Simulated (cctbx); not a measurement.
**Interatomic vectors of Sr2ZnRuS6**

Space group P2_1/c (no. 14), a = 6.7530 Å, b = 6.6500 Å, c = 11.4440 Å, α = 90.00°, β = 124.83°, γ = 90.00°, content Ru2 Sr4 Zn2 S12.

The data are simulated with cctbx, not measured: Ag Kα, λ = 0.56087 Å, to d = 0.65 Å, 50 % of the full sphere, strongest reflection 5000 counts, noise from counting, a 1.5 % proportional error and a noise floor of 2 counts (s.d.); no absorption.

Patterson synthesis from sharpened amplitudes, origin scaled to 1000:

```text
Patterson group P 1 2/m 1
      u       v       w   height  length (A)
  0.000   0.000   0.000   1000.0     0.00
  0.500   0.500   0.000    707.9     4.74
  0.249   0.000   0.751    642.0     4.05
  0.248   0.500   0.250    626.3     4.07
  0.000   0.500   0.500    612.0     6.62
  0.500   0.000   0.500    507.0     4.70
  0.056   0.500   0.989    132.2     3.36
  0.059   0.247   0.791    131.2     3.11
  0.437   0.257   0.214    122.1     3.06
  0.072   0.214   0.287    117.7     3.35
  0.047   0.000   0.485    102.6     5.37
  0.455   0.500   0.511    102.6     8.45
  0.425   0.288   0.723    102.3     5.68
  0.448   0.000   0.009     98.0     2.96
```

Q: Assign the vectors.

A peak at u stands for all pairs with xi − xj = u, with weight Σ ZiZj against Σ Z² = 14520 at the origin. Peak heights follow these weights only roughly, since form factors, motion and series ripples differ, all vectors within 0.55 Å of a peak are counted as merged into it though the farther ones add only part of their weight, and F(000) is left out, which lowers the whole map:

| u | v | w | shortest length (Å) | height | 1000 ΣZiZj/ΣZ² | pairs in the cell |
| --- | --- | --- | --- | --- | --- | --- |
| 0.500 | 0.500 | 0.000 | 4.74 | 708 | 761 | 4 × Sr–Sr, 4 × Ru–Zn |
| 0.249 | 0.000 | 0.751 | 4.05 | 642 | 775 | 4 × Ru–Sr, 4 × Sr–Zn |
| 0.248 | 0.500 | 0.250 | 4.07 | 626 | 775 | 4 × Ru–Sr, 4 × Sr–Zn |
| 0.000 | 0.500 | 0.500 | 6.62 | 612 | 859 | 4 × Sr–Sr, 2 × Ru–Ru, 2 × Zn–Zn, 4 × S–S |
| 0.500 | 0.000 | 0.500 | 4.70 | 507 | 761 | 4 × Sr–Sr, 4 × Ru–Zn |
| 0.056 | 0.500 | 0.989 | 3.36 | 132 | 238 | 4 × Sr–S, 4 × S–S |
| 0.059 | 0.247 | 0.791 | 3.11 | 131 | 203 | 4 × Sr–S, 2 × S–S |
| 0.437 | 0.257 | 0.214 | 3.06 | 122 | 203 | 4 × Sr–S, 2 × S–S |
| 0.072 | 0.214 | 0.287 | 3.35 | 118 | 119 | 2 × Sr–S, 2 × S–S |
| 0.047 | 0.000 | 0.485 | 5.38 | 103 | 238 | 4 × Sr–S, 4 × S–S |

The table stops at ten peaks or at a height of 45, below which ripples compete. In the model behind the data Ru, the heaviest element, has 1 independent site: (0, 1/2, 0), up to an allowed shift of origin; the Ru–Ru vectors are differences of these positions and their symmetry mates. Elements of similar Z can't be told apart from the map alone. The whole model:

| atom | mult. | x | y | z | Ueq (Å²) |
| --- | --- | --- | --- | --- | --- |
| Ru1 | 2 | 0 | 1/2 | 0 | 0.0105 |
| Sr1 | 4 | 0.2471 | 0.4819 | 0.7541 | 0.0134 |
| Zn1 | 2 | 1/2 | 1/2 | 1/2 | 0.0279 |
| S1 | 4 | 0.1802 | 0.2674 | 0.4692 | 0.0100 |
| S2 | 4 | 0.7571 | 0.2059 | 0.5310 | 0.0206 |
| S3 | 4 | 0.2986 | 0.0065 | 0.7376 | 0.0324 |

The model was made for the exercise: a known structure type with other elements put in, its volume estimated, not relaxed; displacement parameters are assumed.

[Logs are printed without paths, hosts, clocks, repeated set-up lines and the standing remarks that a program may print on its own settings, such as how far it seeks lower states.]
